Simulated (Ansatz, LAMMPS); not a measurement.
# Localised basis functions on Li+ PF6- in ethylene carbonate at 350 K (86 atoms), part 2 of 3

Aim: test how closely localised support functions follow the reference on Li+ PF6- in ethylene carbonate at 350 K (86 atoms), and at what cost. A setting counts as converged where the r.m.s. difference of forces stays under 1 % of the r.m.s. force.

Ansatz 0.2.0; Kohn-Sham DFT, PBE+D4, PAW (set soft_2), plane waves.

The cell: 21 O, 21 C, 28 H, 2 P, 12 F and 2 Li. The network of contacts between molecules at the start is that of the classical potential that made the cell. The density was typed from a rule of thumb and may lie off the real one at this temperature. Only the Γ point is sampled, in a cell whose shortest periodic width is 10 Å.

So far. Step 3 (Plane-wave single point): The r.m.s. force component of 1.1 eV/Å sets the scale for the differences below.

### 4. Support functions low

With localised support functions most steps grow linearly with size, though the diagonalisation grows faster unless the density matrix is cut; this run measures error and cost at this size.

This step: Kohn-Sham DFT, PBE+D4, PAW (set soft_2), localised support functions (low) (Ansatz 0.2.0).

input.yaml

```yaml
crystal:
  lattice:
    - [9.95911, 0.0, 0.0]
    - [0.0, 9.95911, 0.0]
    - [0.0, 0.0, 9.95911]
  atoms:
    [... the 86 atom lines of step 3 ...]
kpoints:
  mp_grid: { grid: [1, 1, 1] }
hamiltonian:
  xc: pbe
  dispersion: d4
scf:
  occupations: { method: fixed }
  eigensolver: { kind: { support_functions: { accuracy: low } } }
  max_iter: 150
output:
  forces: true
  eigenvalues: true
```

Run with:

```console
> ansatz run input.yaml --threads 4 --pin off --max-ram 8192MiB --backend cpu --events-out ev --progress --plain --runs-dir out
```

The log of the run:

```text
Warning: scf.eigensolver.kind.support_functions: disabling space-group detection — the functions' gradient is summed over unrotated k-points, so no spatial operation reduces the k-mesh or symmetrises the density; time reversal is kept, so that k and −k are solved as one point where they differ and the mesh holds both, and exact exchange and, on two spinor components, a DFT+U term hold to it where the run has them: [...]
settings of this run that can trade accuracy for cost: scf.eigensolver.kind.support_functions; scf.eigensolver.kind.support_functions.accuracy: low [...]
[...]
Crystal: 86 atoms, lattice volume = 987.783 Å³
Basis set: ecut = 420 eV, 19309 PW (Γ), exchange–correlation on 150×150×150 points (8 copies of the dense FFT grid, shifted against one another)
Bands: 203, of which v1, the nominal top of the filled ones, is band 169 counted from 1 (168 counted from 0)
Symmetry: 1 space group operations
k-points: 1
[...]
SCF iter   1: F=—  HF=-29299.827000 eV  |F-HF|=—  |Δ(HF+E_count)|=         —  Δρ=2.15e-1  dr2=1.12e3  ethr=1.00e-1
[...]
SCF iter  13: F=—  HF=-29252.408431 eV  |F-HF|=—  |Δ(HF+E_count)|=   1.43e-3  Δρ=3.74e-5  dr2=2.38e-5  ethr=2.83e-8  κ⁻¹=5.1e-5(r=7)
SCF iter  14: F=-29252.409551 eV  HF=-29252.409553 eV  |F-HF|=2.06e-6  |Δ(HF+E_count)|=   1.12e-3  Δρ=1.69e-5  dr2=6.36e-6  ethr=7.05e-9
[...]
SCF 1 converged in 14 iterations: F = -29252.421531 eV  dr2 = 6.36e-6
[...]
SCF converged after 14 iterations
Stability not checked: this state was not tested for a lower state beside it, because the mixer in use, unlike msr1, does not test its closes by its own steps (another_mixer; see scf.mixing.algorithm and scf.lower_state_search)
Free energy (F): -29252.421531 eV
[...]
Internal energy: -29252.421531 eV  (E = F + TS)
E sigma→0 (E₀):  -29252.421531 eV
Fermi energy:    -0.693545 eV
[...]
Σ components = -29252.421531   (vs F -29252.421531, Δ=0.00e0)
--- Forces (eV/Å), atoms counted from 1 ---
  atom   1  O     -0.41200698    -2.09058943     1.53247244
  atom   2  C     -0.72877894     0.41782354    -0.74103910
  atom   3  O      2.18132320     1.10395817    -1.20839786
  atom   4  C     -0.70838876     1.83373471    -2.22798226
[...]
atom  86  Li    -0.11738811    -0.02248553    -0.08792741
  max |Σ_I F_I| component: 3.53e-3 eV/Å
--- Band table (eV) ---
[...]
```

The job ended after 78 s (4 threads of Arm Neoverse V2, shared host; peak memory 3 GiB).

The program notes that the band table was not solved further than the SCF left it and it switched symmetry off.

Keys that differ from the reference: support_functions.accuracy = "low" and scf.max_iter = 150.

Forces differ from the reference by 5.8 meV/Å r.m.s., 0.51 % of their size, within a tolerance of 1 %; the energy by -5.2 meV/atom. It took roughly 7.3 times the reference's time (one timing each, with unlike analyses asked), in 14 cycles against 10.

### 5. Support functions medium

With localised support functions most steps grow linearly with size, though the diagonalisation grows faster unless the density matrix is cut; this run measures error and cost at this size. Besides, the program derives a nominal cutoff of 631 eV for this run, against the reference's 420.

This step: Kohn-Sham DFT, PBE+D4, PAW (set soft_2), localised support functions (medium) (Ansatz 0.2.0).

input.yaml, the sections that differ from step 4:

```yaml
scf:
  occupations: { method: fixed }
  eigensolver: { kind: { support_functions: { accuracy: medium } } }
  max_iter: 150
# crystal, kpoints, hamiltonian, output: as in step 4
```

The log of the run:

```text
[...]
Warning: basis.ecutwfc = 631 eV, auto-derived: no grid that the accuracy of the support functions lays serves the files at the lower one that their records recommend; a deck with other species or settings can derive another value
[...]
Crystal: 86 atoms, lattice volume = 987.783 Å³
Basis set: ecut = 631 eV, 35585 PW (Γ), exchange–correlation on 180×180×180 points (8 copies of the dense FFT grid, shifted against one another)
Bands: 203, of which v1, the nominal top of the filled ones, is band 169 counted from 1 (168 counted from 0)
Symmetry: 1 space group operations
k-points: 1
[...]
SCF iter   1: F=—  HF=-29299.897942 eV  |F-HF|=—  |Δ(HF+E_count)|=         —  Δρ=2.15e-1  dr2=1.12e3  ethr=1.00e-1
[...]
SCF iter  14: F=—  HF=-29252.409807 eV  |F-HF|=—  |Δ(HF+E_count)|=   1.10e-3  Δρ=1.69e-5  dr2=6.41e-6  ethr=7.13e-9  κ⁻¹=5.2e-5(r=7)
SCF iter  15: F=-29252.410697 eV  HF=-29252.410697 eV  |F-HF|=6.81e-7  |Δ(HF+E_count)|=   8.91e-4  Δρ=7.94e-6  dr2=1.63e-6  ethr=1.90e-9
[...]
SCF 1 converged in 15 iterations: F = -29252.421602 eV  dr2 = 1.63e-6
[...]
SCF converged after 15 iterations
[...]
Free energy (F): -29252.421602 eV
[...]
Internal energy: -29252.421602 eV  (E = F + TS)
E sigma→0 (E₀):  -29252.421602 eV
Fermi energy:    -0.693037 eV
[...]
Σ components = -29252.421602   (vs F -29252.421602, Δ=0.00e0)
--- Forces (eV/Å), atoms counted from 1 ---
  atom   1  O     -0.41208656    -2.09054549     1.53245071
  atom   2  C     -0.72954605     0.41735130    -0.74033073
  atom   3  O      2.18170351     1.10422090    -1.20875421
  atom   4  C     -0.70814314     1.83384732    -2.22779844
[...]
atom  86  Li    -0.11726965    -0.02245192    -0.08805038
  max |Σ_I F_I| component: 3.51e-3 eV/Å
--- Band table (eV) ---
[...]
```

Elapsed: 87 s, on 4 threads; peak memory 3.3 GiB; 5.6 min of CPU time.

Keys that differ from the reference: support_functions.accuracy = "medium" and scf.max_iter = 150.

Forces differ from the reference by 5.7 meV/Å r.m.s., 0.51 % of their size, within a tolerance of 1 %; the energy by -5.2 meV/atom. It took roughly 8.1 times the reference's time (one timing each, with unlike analyses asked), in 15 cycles against 10.

### 6. Support functions high

The cell is solved in localised support functions.

This step: Kohn-Sham DFT, PBE+D4, PAW (set soft_2), localised support functions (high) (Ansatz 0.2.0).

input.yaml, the sections that differ from step 5:

```yaml
scf:
  occupations: { method: fixed }
  eigensolver: { kind: { support_functions: { accuracy: high } } }
  max_iter: 150
# crystal, kpoints, hamiltonian, output: as in step 5
```

The log of the run:

```text
Warning: scf.eigensolver.kind.support_functions: disabling space-group detection — the functions' gradient is summed over unrotated k-points, so no spatial operation reduces the k-mesh or symmetrises the density; time reversal is kept, so that k and −k are solved as one point where they differ and the mesh holds both, and exact exchange and, on two spinor components, a DFT+U term hold to it where the run has them: [...]
Warning: basis.ecutwfc = 795 eV, auto-derived: no grid that the accuracy of the support functions lays serves the files at the lower one that their records recommend; a deck with other species or settings can derive another value
settings of this run that can trade accuracy for cost: scf.eigensolver.kind.support_functions [...]
Engine: ansatz 0.2.0, aarch64-unknown-linux-gnu
Pseudopotentials: kind: paw
Pseudopotential: O, paw, valence charge 6, recommended cutoff 420 eV (normal), O.paw.azcp
Pseudopotential: C, paw, valence charge 4, recommended cutoff 420 eV (normal), C.paw.azcp
Pseudopotential: H, paw, valence charge 1, recommended cutoff 420 eV (normal), H.paw.azcp
Pseudopotential: P, paw, valence charge 5, recommended cutoff 420 eV (normal), P.paw.azcp
Pseudopotential: F, paw, valence charge 7, recommended cutoff 420 eV (normal), F.paw.azcp
Pseudopotential: Li, paw, valence charge 3, recommended cutoff 420 eV (normal), Li.paw.azcp
[... 5 lines on functional and potentials left out ...]
Error: memory limit exceeded: the `scf loop` phase needs 8.40 GiB against the run's memory maximum of 8.00 GiB; largest carriers: support functions 6.58 GiB, density mixer 0.51 GiB, ion tables 0.45 GiB, unmodelled-tail allowance 0.36 GiB, support function tables 0.16 GiB; [...]
with nothing else changed it takes a maximum of at least 8.40 GiB, with nothing to spare, and 9.24 GiB leaves up to a tenth: --max-ram 9.24GiB where that set the maximum, else more of the term that did, and with no share typed, where 9.24 GiB is over 0.88 of the host's memory or its container's limit, [...]
```

It took 7.1 s on 4 threads; peak memory 0.53 GiB.

The input was rejected at the start.

The program's message: “Error: memory limit exceeded: the `scf loop` phase needs 8.40 GiB against the run's memory maximum of 8.00 GiB; largest carriers: support functions 6.58 GiB, density mixer 0.51 GiB, ion tables 0.45 Gi …”

The refusal is over memory: the job needs 8.40 GiB where 8.00 GiB were allowed.

### 7. Support functions medium, spacing 0.324 Å

The grid spacing sets how fine a wave the support functions can hold. Besides, the program derives a nominal cutoff of 631 eV for this run, against the reference's 420.

This step: Kohn-Sham DFT, PBE+D4, PAW (set soft_2), localised support functions (medium) (Ansatz 0.2.0).

input.yaml, the sections that differ from step 6:

```yaml
scf:
  occupations: { method: fixed }
  eigensolver: { kind: { support_functions: { accuracy: medium, spacing: 0.324 } } }
  max_iter: 150
# crystal, kpoints, hamiltonian, output: as in step 6
```

The log of the run:

```text
[...]
Crystal: 86 atoms, lattice volume = 987.783 Å³
Basis set: ecut = 631 eV, 35585 PW (Γ), exchange–correlation on 180×180×180 points (8 copies of the dense FFT grid, shifted against one another)
Bands: 203, of which v1, the nominal top of the filled ones, is band 169 counted from 1 (168 counted from 0)
Symmetry: 1 space group operations
k-points: 1
[...]
SCF iter   1: F=—  HF=-29298.654194 eV  |F-HF|=—  |Δ(HF+E_count)|=         —  Δρ=2.15e-1  dr2=1.12e3  ethr=1.00e-1
[...]
SCF iter  16: F=-29252.727252 eV  HF=-29252.727252 eV  |F-HF|=3.27e-7  |Δ(HF+E_count)|=   4.14e-7  Δρ=4.34e-6  dr2=6.56e-7  ethr=7.48e-10
[...]
SCF 1 converged in 16 iterations: F = -29252.737857 eV  dr2 = 6.56e-7
[...]
SCF converged after 16 iterations
[...]
Free energy (F): -29252.737857 eV
[...]
Internal energy: -29252.737857 eV  (E = F + TS)
E sigma→0 (E₀):  -29252.737857 eV
Fermi energy:    -0.695792 eV
[...]
--- Forces (eV/Å), atoms counted from 1 ---
  atom   1  O     -0.46330744    -2.08881759     1.50450041
  atom   2  C     -0.73697458     0.41411909    -0.73224180
  atom   3  O      2.21818282     1.13626748    -1.17386835
  atom   4  C     -0.71501977     1.81288076    -2.22454888
  atom   5  C     -2.84324338    -0.71641173     1.81054131
  atom   6  O      1.10147473     0.35188587    -0.67672136
  atom   7  H     -0.43411482    -0.36954425    -0.25177477
  atom   8  H      0.85789368    -0.65630301     2.13470972
  atom   9  H      0.76884546     0.42080963    -0.37733752
  atom  10  H      0.01150164    -0.56786045     0.07215006
  atom  11  O     -1.15521582     0.19126879    -1.23413306
  atom  12  C      0.28924320    -0.84628540     3.57630791
  atom  13  O      1.35930384    -0.11388459    -1.53165439
  atom  14  C      1.87122333     0.62796328    -0.16605283
[...]
atom  85  Li    -0.53320791    -0.48479014     0.10012386
  atom  86  Li    -0.11603181    -0.02121204    -0.08895961
  max |Σ_I F_I| component: 2.23e-1 eV/Å
--- Band table (eV) ---
[...]
```

The job ended after 44 s (4 threads; peak memory 1.9 GiB).

The program notes that the forces don't sum to zero within tolerance and the grid leaves an egg-box force.

Forces differ from the reference by 27 meV/Å r.m.s., 2.4 % of their size, over a tolerance of 1 %; the energy by -8.9 meV/atom. It took roughly 4.1 times the reference's time (one timing each, with unlike analyses asked), in 16 cycles against 10. The setting is coarser than the default on purpose.

### 8. Support functions medium, spacing 0.27 Å

The grid spacing sets how fine a wave the support functions can hold. Besides, the program derives a nominal cutoff of 631 eV for this run, against the reference's 420.

input.yaml, the sections that differ from step 7:

```yaml
scf:
  occupations: { method: fixed }
  eigensolver: { kind: { support_functions: { accuracy: medium, spacing: 0.27 } } }
  max_iter: 150
# crystal, kpoints, hamiltonian, output: as in step 7
```

The log of the run:

```text
[...]
Crystal: 86 atoms, lattice volume = 987.783 Å³
Basis set: ecut = 631 eV, 35585 PW (Γ), exchange–correlation on 180×180×180 points (8 copies of the dense FFT grid, shifted against one another)
Bands: 203, of which v1, the nominal top of the filled ones, is band 169 counted from 1 (168 counted from 0)
Symmetry: 1 space group operations
k-points: 1
[...]
SCF iter   1: F=—  HF=-29299.262105 eV  |F-HF|=—  |Δ(HF+E_count)|=         —  Δρ=2.14e-1  dr2=1.12e3  ethr=1.00e-1
[...]
SCF iter  15: F=-29252.432090 eV  HF=-29252.432090 eV  |F-HF|=7.34e-7  |Δ(HF+E_count)|=   9.14e-4  Δρ=7.75e-6  dr2=1.65e-6  ethr=2.30e-9
[...]
SCF 1 converged in 15 iterations: F = -29252.442975 eV  dr2 = 1.65e-6
[...]
SCF converged after 15 iterations
[...]
Free energy (F): -29252.442975 eV
[...]
Internal energy: -29252.442975 eV  (E = F + TS)
E sigma→0 (E₀):  -29252.442975 eV
Fermi energy:    -0.693098 eV
[...]
--- Forces (eV/Å), atoms counted from 1 ---
  atom   1  O     -0.41088287    -2.08961277     1.53212967
  atom   2  C     -0.72919066     0.41776582    -0.73936458
  atom   3  O      2.18353181     1.10399140    -1.20880305
  atom   4  C     -0.70762673     1.83249220    -2.22635070
  atom   5  C     -2.85183604    -0.72914657     1.79751076
  atom   6  O      1.13512886     0.43277458    -0.66052142
  atom   7  H     -0.43861824    -0.37284086    -0.25989124
  atom   8  H      0.85829197    -0.64135721     2.14643474
  atom   9  H      0.79632074     0.42866089    -0.38283315
  atom  10  H      0.01796557    -0.55283900     0.08795766
  atom  11  O     -1.14936415     0.22529112    -1.24639245
  atom  12  C      0.27003393    -0.84678974     3.50357934
  atom  13  O      1.36086737    -0.11837394    -1.56274437
  atom  14  C      1.85972874     0.59053177    -0.12564812
[...]
atom  85  Li    -0.53391019    -0.48439779     0.10149762
  atom  86  Li    -0.11717540    -0.02279938    -0.08858691
  max |Σ_I F_I| component: 5.62e-3 eV/Å
--- Band table (eV) ---
[...]
```

Run time: 58 s. Hardware: 4 threads; peak memory 2.4 GiB; 3.7 min of CPU time.

Forces differ from the reference by 5.4 meV/Å r.m.s., 0.48 % of their size, within a tolerance of 1 %; the energy by -5.5 meV/atom. It took roughly 5.4 times the reference's time (one timing each, with unlike analyses asked), in 15 cycles against 10. The setting is coarser than the default on purpose.

### 9. Support functions medium, spacing 0.234 Å

The grid spacing sets how fine a wave the support functions can hold. Besides, the program derives a nominal cutoff of 631 eV for this run, against the reference's 420.

input.yaml, the sections that differ from step 8:

```yaml
scf:
  occupations: { method: fixed }
  eigensolver: { kind: { support_functions: { accuracy: medium, spacing: 0.234 } } }
  max_iter: 150
# crystal, kpoints, hamiltonian, output: as in step 8
```

The log of the run:

```text
[...]
Crystal: 86 atoms, lattice volume = 987.783 Å³
Basis set: ecut = 631 eV, 35585 PW (Γ), exchange–correlation on 180×180×180 points (8 copies of the dense FFT grid, shifted against one another)
Bands: 203, of which v1, the nominal top of the filled ones, is band 169 counted from 1 (168 counted from 0)
Symmetry: 1 space group operations
k-points: 1
[...]
SCF iter   1: F=—  HF=-29299.256747 eV  |F-HF|=—  |Δ(HF+E_count)|=         —  Δρ=2.14e-1  dr2=1.12e3  ethr=1.00e-1
[...]
SCF iter  15: F=-29252.441340 eV  HF=-29252.441341 eV  |F-HF|=7.35e-7  |Δ(HF+E_count)|=   9.14e-4  Δρ=7.75e-6  dr2=1.65e-6  ethr=2.30e-9
[...]
SCF 1 converged in 15 iterations: F = -29252.452233 eV  dr2 = 1.65e-6
[...]
SCF converged after 15 iterations
[...]
Free energy (F): -29252.452233 eV
[...]
Internal energy: -29252.452233 eV  (E = F + TS)
E sigma→0 (E₀):  -29252.452233 eV
Fermi energy:    -0.693110 eV
[...]
--- Forces (eV/Å), atoms counted from 1 ---
  atom   1  O     -0.41099831    -2.08960503     1.53243025
  atom   2  C     -0.72886941     0.41780689    -0.73930334
  atom   3  O      2.18254829     1.10417816    -1.20886162
  atom   4  C     -0.70739461     1.83307737    -2.22698017
  atom   5  C     -2.85188579    -0.72924023     1.79731599
  atom   6  O      1.13614731     0.43265232    -0.66011881
  atom   7  H     -0.43849064    -0.37261787    -0.25980001
  atom   8  H      0.85838875    -0.64156599     2.14672741
  atom   9  H      0.79630784     0.42865223    -0.38287345
  atom  10  H      0.01793405    -0.55310607     0.08787951
  atom  11  O     -1.14910245     0.22510774    -1.24644568
  atom  12  C      0.26993329    -0.84675998     3.50462915
  atom  13  O      1.36019559    -0.11850903    -1.56348332
  atom  14  C      1.85966642     0.59112937    -0.12535172
[...]
atom  85  Li    -0.53354493    -0.48417956     0.10141027
  atom  86  Li    -0.11719992    -0.02290003    -0.08877471
  max |Σ_I F_I| component: 7.38e-3 eV/Å
--- Band table (eV) ---
[...]
```

Run time: 60 s. Hardware: 4 threads; peak memory 2.4 GiB; 3.9 min of CPU time.

Forces differ from the reference by 5.5 meV/Å r.m.s., 0.49 % of their size, within a tolerance of 1 %; the energy by -5.6 meV/atom. It took roughly 5.6 times the reference's time (one timing each, with unlike analyses asked), in 15 cycles against 10. The setting is coarser than the default on purpose.

### 10. Support functions medium, spacing 0.207 Å

The grid spacing sets how fine a wave the support functions can hold. Besides, the program derives a nominal cutoff of 631 eV for this run, against the reference's 420.

input.yaml, the sections that differ from step 9:

```yaml
scf:
  occupations: { method: fixed }
  eigensolver: { kind: { support_functions: { accuracy: medium, spacing: 0.207 } } }
  max_iter: 150
# crystal, kpoints, hamiltonian, output: as in step 9
```

The log of the run:

```text
[...]
Crystal: 86 atoms, lattice volume = 987.783 Å³
Basis set: ecut = 631 eV, 35585 PW (Γ), exchange–correlation on 180×180×180 points (8 copies of the dense FFT grid, shifted against one another)
Bands: 203, of which v1, the nominal top of the filled ones, is band 169 counted from 1 (168 counted from 0)
Symmetry: 1 space group operations
k-points: 1
[...]
SCF iter   1: F=—  HF=-29299.353428 eV  |F-HF|=—  |Δ(HF+E_count)|=         —  Δρ=2.13e-1  dr2=1.10e3  ethr=1.00e-1
[...]
SCF iter  14: F=—  HF=-29252.403979 eV  |F-HF|=—  |Δ(HF+E_count)|=   1.13e-3  Δρ=1.62e-5  dr2=5.75e-6  ethr=6.26e-9  κ⁻¹=3.3e-5(r=7)
SCF iter  15: F=-29252.404894 eV  HF=-29252.404895 eV  |F-HF|=7.70e-7  |Δ(HF+E_count)|=   9.16e-4  Δρ=7.12e-6  dr2=1.32e-6  ethr=1.70e-9
[...]
SCF 1 converged in 15 iterations: F = -29252.416248 eV  dr2 = 1.32e-6
[...]
SCF converged after 15 iterations
[...]
Free energy (F): -29252.416248 eV
[...]
Internal energy: -29252.416248 eV  (E = F + TS)
E sigma→0 (E₀):  -29252.416248 eV
Fermi energy:    -0.692868 eV
[...]
Σ components = -29252.416248   (vs F -29252.416248, Δ=0.00e0)
--- Forces (eV/Å), atoms counted from 1 ---
  atom   1  O     -0.41302583    -2.09121327     1.53348305
  atom   2  C     -0.72936284     0.41835979    -0.74067229
  atom   3  O      2.18239344     1.10371415    -1.20873131
  atom   4  C     -0.70774332     1.83368984    -2.22737531
[...]
atom  86  Li    -0.11749671    -0.02251139    -0.08792449
  max |Σ_I F_I| component: 1.40e-3 eV/Å
--- Band table (eV) ---
[...]
```

The job ended after 72 s (4 threads; peak memory 2.8 GiB; 4.6 min of CPU time).

Keys that differ from the reference: support_functions.accuracy = "medium", support_functions.spacing = 0.207 and scf.max_iter = 150.

Forces differ from the reference by 5.8 meV/Å r.m.s., 0.52 % of their size, within a tolerance of 1 %; the energy by -5.2 meV/atom. It took roughly 6.7 times the reference's time (one timing each, with unlike analyses asked), in 15 cycles against 10.

[end of part 2 of 3]

[Long decimals in the printed logs are rounded to 6 places.]

[Logs are printed without paths, hosts, clocks, repeated set-up lines and the standing remarks that a program may print on its own settings, such as how far it seeks lower states.]

[Hosts, paths, dates, database ids (printed as entryN), source tags and the programs' standing remarks are cut or masked in the printed files.]
